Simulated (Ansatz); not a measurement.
**Where Ca_Mg puts its levels in the gap of MgO (Fm-3m)**

Charge states of Ca_Mg in MgO (Fm-3m), set against the band edges. Model: a cell of 54 host atoms with 1 Mg taken out and 1 Ca put in.

Method: place-levels on r2SCAN runs: charge-transition levels and formation energies with image-charge correction and potential alignment at the atomic sites; PAW set soft_1, in Ansatz 0.2.0.

Experimental background.

For MgO, rocksalt (bulk crystal), “Electronic structure of alkaline earth and post-transition metal oxides” (2009, arxiv:0908.1581) quotes earlier work: band gap (literature experimental gap) 7.83 eV [Literature value based on experiment; other listed experimental values range from 7.7 to …].

This is a report of a sequence of runs, with most program output left out.

## 1. Starting point

The cell holds 54 atoms: 26 Mg, 27 O and 1 Ca. Cell: a = 8.925 Å, b = 8.925 Å, c = 8.925 Å, α = 60.0°, β = 60.0°, γ = 60.0°. It derives from MgO (space group Fm-3m). Nearest the centre at fractional (0.667, 0.667, 0.333): Ca51 at 0.00 Å, O28 at 2.10 Å, O44 at 2.10 Å, O32 at 2.10 Å, O34 at 2.10 Å, O46 at 2.10 Å, O50 at 2.10 Å, Mg9 at 2.98 Å.

Screening for the image-charge correction: ε∞ = 3.24, ε0 = 10.37, from a response run on this crystal (DFPT, PBEsol) at that run's own cell.

The cell's shortest repeat is 8.9 Å.

## 2. The runs of each charge state

Levels follow from differences of total energies between charge states, each relaxed by itself.

Random displacements of about 0.05 Å break the site symmetry at the start, so that the relaxation can reach a distorted minimum if there is one. Forces are taken at one point at (¼, ¼, ¼). The cell holds 1 electron more than the neutral one, with a uniform background that keeps it neutral on the whole. The electron count is odd, so at least one spin is unpaired; this run locks the moment at 1 μB.

The sampling was tested on the host first: at the k-points planned (1x1x1 shifted 0.25 0.25 0.25) its energy lies 0.020 eV an atom from the dense-mesh value, under the bound of 0.02 eV set for this test; that bounds the host's error, not the defect's.

One state's input; the others differ in charge, spin, start and seed, and in occupations where the table says so.

Input file qm1_M1.relax/input.yaml:

```yaml
crystal:
  lattice:
    - [0.0, 6.31124291, 6.31124291]
    - [6.31124291, 0.0, 6.31124291]
    - [6.31124291, 6.31124291, 0.0]
  atoms:
    - { symbol: Mg, position: [0.0, 0.0, 0.0] }
    - { symbol: O, position: [0.16666667, 0.16666667, 0.16666667] }
[... 6 atom lines left out ...]
    - { symbol: Mg, position: [0.0, 0.33333333, 0.33333333] }
[... 3 atom lines left out ...]
    - { symbol: Mg, position: [0.0, 0.66666667, 0.0] }
[... 1 atom line left out ...]
    - { symbol: Mg, position: [0.0, 0.66666667, 0.33333333] }
[... 5 atom lines left out ...]
    - { symbol: Mg, position: [0.33333333, 0.0, 0.33333333] }
[... 6 atom lines left out ...]
    - { symbol: O, position: [0.5, 0.5, 0.5] }
[... 1 atom line left out ...]
    - { symbol: O, position: [0.5, 0.5, 0.83333333] }
[... 1 atom line left out ...]
    - { symbol: O, position: [0.5, 0.83333333, 0.16666667] }
    - { symbol: Mg, position: [0.33333333, 0.66666667, 0.33333333] }
    - { symbol: O, position: [0.5, 0.83333333, 0.5] }
    - { symbol: Mg, position: [0.33333333, 0.66666667, 0.66666667] }
[... 1 atom line left out ...]
    - { symbol: Mg, position: [0.66666667, 0.0, 0.0] }
[... 1 atom line left out ...]
    - { symbol: Mg, position: [0.66666667, 0.0, 0.33333333] }
[... 4 atom lines left out ...]
    - { symbol: O, position: [0.83333333, 0.5, 0.16666667] }
    - { symbol: Mg, position: [0.66666667, 0.33333333, 0.33333333] }
    - { symbol: O, position: [0.83333333, 0.5, 0.5] }
    - { symbol: Mg, position: [0.66666667, 0.33333333, 0.66666667] }
[... 1 atom line left out ...]
    - { symbol: Mg, position: [0.66666667, 0.66666667, 0.0] }
    - { symbol: O, position: [0.83333333, 0.83333333, 0.16666667] }
    - { symbol: Ca, position: [0.66666667, 0.66666667, 0.33333333] }
[... 1 atom line left out ...]
    - { symbol: Mg, position: [0.66666667, 0.66666667, 0.66666667] }
    - { symbol: O, position: [0.83333333, 0.83333333, 0.83333333] }
  host:
    repeats: [3, 3, 3]
    atoms:
      - { symbol: Mg, position: [0.0, 0.0, 0.0] }
      - { symbol: O, position: [0.5, 0.5, 0.5] }
total_charge: -1
basis:
  ecutwfc: 500
  xc_grid: 2
hamiltonian:
  xc: r2scan
  pseudopotentials: { kind: paw, azcp: { folder: soft_1 } }
kpoints:
  mp_grid: { grid: [1, 1, 1], shift: [0.25, 0.25, 0.25] }
magnetization:
  spin_polarized: true
  initial_magnetization: 1
  spin_locking: { lock_magnetization: hard }
scf:
  occupations: { method: fixed }
  max_iter: 100
output:
  forces: true
  charged_corrections:
    epsilon: 3.24
    static_epsilon: 10.37
    defect_position: [0.666667, 0.666667, 0.333333]
relax:
  f_tol: 0.02
  max_steps: 80
  random_displacement: { amplitude: 0.05, seed: 1635 }
checkpoint:
  write: "../qm1_M1.relax.run"
  compress: false
  write_wavefunctions: true
  write_every: 100000
```

Started as:

```sh
$ ansatz run input.yaml --threads 4 --pin off --max-ram 7536MiB --backend cpu --events-out ev --progress --plain --runs-dir out
```

Defect states can disperse in a cell of this size, so the energy is taken again at a 2×2×2 shifted mesh, on the relaxed structure.

The run of this state that the levels use, under r2SCAN:

Input file qm1_M1.point/input.yaml:

```yaml
crystal:
  checkpoint: "../qm1_M1.relax.run"
  host: checkpoint
total_charge: -1
basis:
  ecutwfc: 500
  xc_grid: 2
hamiltonian:
  xc: r2scan
  pseudopotentials: { kind: paw, azcp: { folder: soft_1 } }
kpoints:
  mp_grid: { grid: [2, 2, 2], shift: [0.5, 0.5, 0.5] }
magnetization:
  spin_polarized: true
  initial_magnetization: 1
  spin_locking: { lock_magnetization: hard }
scf:
  occupations: { method: fermi_dirac, width: 0.01 }
  max_iter: 100
output:
  forces: true
  eigenvalues: true
  charged_corrections:
    epsilon: 3.24
    static_epsilon: 10.37
    defect_position: [0.666667, 0.666667, 0.333333]
  eigenstates: { localisation: true }
  populations: true
  efg: {}
  band_densities: [{ bands: [v1, v1] }, { bands: [c1, c1] }]
  write_density: true
  write_potential: true
  volumetric_format: npy
checkpoint:
  read: "../qm1_M1.relax.run"
  write: "../qm1_M1.point.run"
  compress: false
  write_wavefunctions: false
  write_every: 100000
```

Relaxations under r2SCAN at one point at (¼, ¼, ¼); times on 4 threads of Arm Neoverse V1, shared host:

| charge | moment (μB) | occupations | outcome | steps | largest displacement against the far atoms (Å) | time |
| --- | --- | --- | --- | --- | --- | --- |
| −1 | 1 | fixed | converged | 4 | 0.10 | 2.1 min |
| 0 | 0 | fixed | converged | 4 | 0.10 | 56 s |
| +1 | 1 | fixed | converged | 6 | 0.11 | 3.5 min |

Single points under r2SCAN at a 2×2×2 shifted mesh; times on 4 threads of Arm Neoverse V1, shared host:

| charge | moment (μB) | occupations | outcome | time |
| --- | --- | --- | --- | --- |
| −1 | 1 | fermi-dirac | converged | 2.5 min |
| 0 | 0 | fermi-dirac | converged | 65 s |
| +1 | 1 | fermi-dirac | converged | 3.7 min |

Distances (Å) from Ca51 to the nearest atoms after relaxation with r2SCAN:

| charge | moment (μB) | 1. | 2. | 3. | 4. | 5. | 6. |
| --- | --- | --- | --- | --- | --- | --- | --- |
| −1 | 1 | O 2.21 | O 2.21 | O 2.21 | O 2.21 | O 2.21 | O 2.21 |
| 0 | 0 | O 2.21 | O 2.21 | O 2.21 | O 2.21 | O 2.21 | O 2.21 |
| +1 | 1 | O 2.21 | O 2.21 | O 2.21 | O 2.21 | O 2.21 | O 2.21 |

## 3. Placing the levels, r2SCAN

A charged cell interacts with its images and the background, and its potential has another zero than the host's. place-levels removes the first by a point-charge model, screened by the static dielectric constant since the ions have relaxed around the charge, and the second by comparing potentials at atoms far from the defect.

The host is a run of the defect-free crystal in the same cutoffs, grids and k-points, so that basis and sampling errors cancel in part in the differences. The host is run in a cell of 2 atoms on a matching mesh. Its band edges are searched through the zone by a band path, so the gap is smaller than, or equal to, that on the mesh. Chemical potentials are energies per atom of Mg (hcp) and Ca (fcc), run with the same functional and cutoff.

Input file levels.point.yaml:

```yaml
host:
  run: host.point.run
states: [qm1_M1.point.run, q0.point.run, qp1_M1.point.run]
geometry_from:
  qm1_M1.point.run: qm1_M1.relax.run
  q0.point.run: q0.relax.run
  qp1_M1.point.run: qp1_M1.relax.run
chemical_potentials:
  Mg:
    energy: -1926.407918
    dataset: "<sha256 of the dataset>"
  Ca:
    energy: -1821.671293
    dataset: <sha256 of the dataset>
epsilon: 3.24
static_epsilon: 10.37
vertical:
  - { from: qm1_M1.point.run, to: qm1_M1.point_neutral.run }
  - { from: qp1_M1.point.run, to: qp1_M1.point_neutral.run }
```

Started as:

```sh
$ ansatz place-levels levels.point.yaml -- --threads 4 --pin off --max-ram 7536MiB
```

Wall time 0.4 s (4 threads of Arm Neoverse V1, shared host).

Levels between the charges placed, in eV above the valence top:

|  | gap (eV) | (+1/0) | (0/−1) |
| --- | --- | --- | --- |
| r2SCAN | 5.68 | 0.00 | 5.72 |

Corrections by state:

| charge | moment (μB) | image terms and alignment (eV) | band filling (eV) | ε used | over the lowest of its charge, as the program ranks them, band filling apart (eV) |
| --- | --- | --- | --- | --- | --- |
| +1 | 1.0 | 0.330 | -0.257 | 10.37 | 0.000 |
| 0 | 0.0 | 0.000 | - | - | 0.000 |
| −1 | 1.0 | -0.043 | -1.289 | 10.37 | 0.000 |

The charged structures listed were also run neutral, and place-levels reads from each pair, by the potential or the spins, how wide the charge is by which they differ; that can be the carrier of either run.

| charge | rms radius (Å) | spread where it is widest against the cell (Å) | wide from (Å) | reading |
| --- | --- | --- | --- | --- |
| +1 | 4.8 | 2.88 | 1.26 | wide |
| −1 | 6.1 | 3.52 | 1.26 | wide |

The neutral runs of these pairs need not share the spin of the lowest neutral state, and very wide values only mean spread over the cell.

From the program's caveats on the states, each cut to its opening words:

- charge +1 (1 μB): it parts from the run at its places by a charge that spreads by about 2.9 Å along one vector (1.3 Å or more is wide), by its potential at epsilon 3.24, taken [...]
- charge +1 (1 μB): a band-filling correction moves a carrier to the host's band edge, which changes its energy by -0.257 eV
- charge +1 (1 μB), 0, −1 (1 μB): its alignment with the host at atomic sites is doubtful: the cell is too small to show whether the defect's potential has decayed: take a larger one
- charge +1 (1 μB): its moments are held at its close (magnetization.spin_locking), by a field of 0.037 eV a Bohr magneton, and its energy and levels are of the state that this [...]
- charge +1 (1 μB), −1 (1 μB): flagged: stability check not made
- charge −1 (1 μB): it parts from the run at its places by a charge that spreads by about 3.5 Å along one vector (1.3 Å or more is wide), by its potential at epsilon 3.24, taken [...]
- charge −1 (1 μB): a band-filling correction moves a carrier to the host's band edge, which changes its energy by -1.289 eV
- charge −1 (1 μB): its moments are held at its close (magnetization.spin_locking), by a field of 0.421 eV a Bohr magneton, and its energy and levels are of the state that this [...]

The host's formation energy from the elements is -2.963 eV per atom; it sets how far the chemical potentials can move.

Formation energies (eV), Mg-rich (Δμ(Mg) = 0.00 eV, Δμ(O) = -5.93 eV, Δμ(Ca) = 0.00 eV):

| charge | Fermi level at the valence top | at the conduction bottom |
| --- | --- | --- |
| +1 | 0.64 | 6.32 |
| 0 | 0.64 | 0.64 |
| −1 | 6.36 | 0.68 |

Formation energies (eV), O-rich (Δμ(O) = 0.00 eV, Δμ(Mg) = -5.93 eV, Δμ(Ca) = 0.00 eV):

| charge | Fermi level at the valence top | at the conduction bottom |
| --- | --- | --- |
| +1 | -5.29 | 0.39 |
| 0 | -5.29 | -5.29 |
| −1 | 0.43 | -5.25 |

## 4. The same at the relaxations' own k-points

The relaxations' own energies give the levels at their sampling, for comparison.

Input file levels.relax_mesh.yaml:

```yaml
host:
  run: host.relax.run
states: [qm1_M1.relax.run, q0.relax.run, qp1_M1.relax.run]
chemical_potentials:
  Mg:
    energy: -1926.407918
    dataset: "<sha256 of the dataset>"
  Ca:
    energy: -1821.671293
    dataset: <sha256 of the dataset>
```

Started as:

```sh
$ ansatz place-levels levels.relax_mesh.yaml -- --threads 4 --pin off --max-ram 7536MiB
```

It took 0.13 s on 4 threads.

Levels between neighbouring charges, in eV above the valence top:

|  | gap (eV) | (+1/0) | (0/−1) |
| --- | --- | --- | --- |
| one point at (¼, ¼, ¼) | 5.66 | -0.01 | 5.70 |
| a 2×2×2 shifted mesh | 5.68 | 0.00 | 5.72 |

Going from one point at (¼, ¼, ¼) to a 2×2×2 shifted mesh moves formation energies against the elements by up to 0.06 eV; band-filling terms, which differ between samplings, are in these energies.

## 5. What came out

```json
{
  "gap of the host": "5.68 eV (r2SCAN)",
  "level (plus 1/0)": "0.00 eV above the valence top (-0.26 eV above the valence top without the band-filling term)",
  "level (0/minus 1)": "5.72 eV above the valence top, past the conduction bottom (7.01 eV above the valence top without the band-filling term)",
  "lowest of the charges placed, just above the valence top (0.02 eV)": "0",
  "lowest of the charges placed, just below the conduction bottom (0.02 eV)": "0",
  "lowest formation energy at mid-gap of the charges run, Mg-rich": "0.64 eV",
  "lowest formation energy at mid-gap of the charges run, O-rich": "-5.29 eV"
}
```

Of the charges placed (−1, 0 and +1), 0 is the lowest from 0.02 eV above the valence top to 0.02 eV below the conduction bottom, a gap of 5.68 eV. States placed: +1 at 1 μB; 0 at 0 μB; −1 at 1 μB. Other spin states or structures, where not listed, weren't placed. The program finds carriers beyond a band edge of the host and adds a band-filling term at charge −1 (-1.29 eV) and +1 (-0.26 eV); steps to such a charge show no bound level, and a defect level inside a band would be read the same way. Ca is taken at its element; compounds, which aren't counted here, bound the chemical potentials and would shift these formation energies. The lowest formation energy (O-rich) is negative across the gap, so the defect would form by itself: these chemical potentials lie beyond what competing compounds allow, or the host is unstable against it. Going from one point at (¼, ¼, ¼) to a 2×2×2 shifted mesh moves formation energies against the elements by up to 0.06 eV; band-filling terms, which differ between samplings, are in these energies. The program doubts the alignment of potentials for at least one state, a sign that the cell is small. What this leaves open: the images are only 8.9 Å apart; r2SCAN makes the gap too small and tends to spread out bound carriers; where a gas molecule sets a chemical potential or the host's formation energy, its binding is uncorrected.

Computed beside measured:

| quantity | measured | r2SCAN |
| --- | --- | --- |
| band gap (least gap of the host) (eV) | 7.83 | 5.68 (-2.15 eV) |

Measured values from arxiv:0908.1581 (2009).

Verdict: The band gap is off by -2.15 eV: a clear miss. Local and semilocal functionals usually give gaps below the measured ones. Zero-point and thermal motion shift the measured gap.

[Logs are printed without paths, hosts, clocks, repeated set-up lines and the standing remarks that a program may print on its own settings, such as how far it seeks lower states.]

[Hosts, paths, dates, database ids (printed as entryN), source tags and the programs' standing remarks are cut or masked in the printed files.]

[Where a table of states has a column of steps, it counts the stored structures, which are thinned; the runs took as many ionic steps or more.]

[A defect's name tells the site on which it was built; relaxed atoms can leave that site.]

[For some hosts the program warned that the k-mesh of the response run may be too coarse for force constants and the static dielectric constant; such warnings are not shown here.]
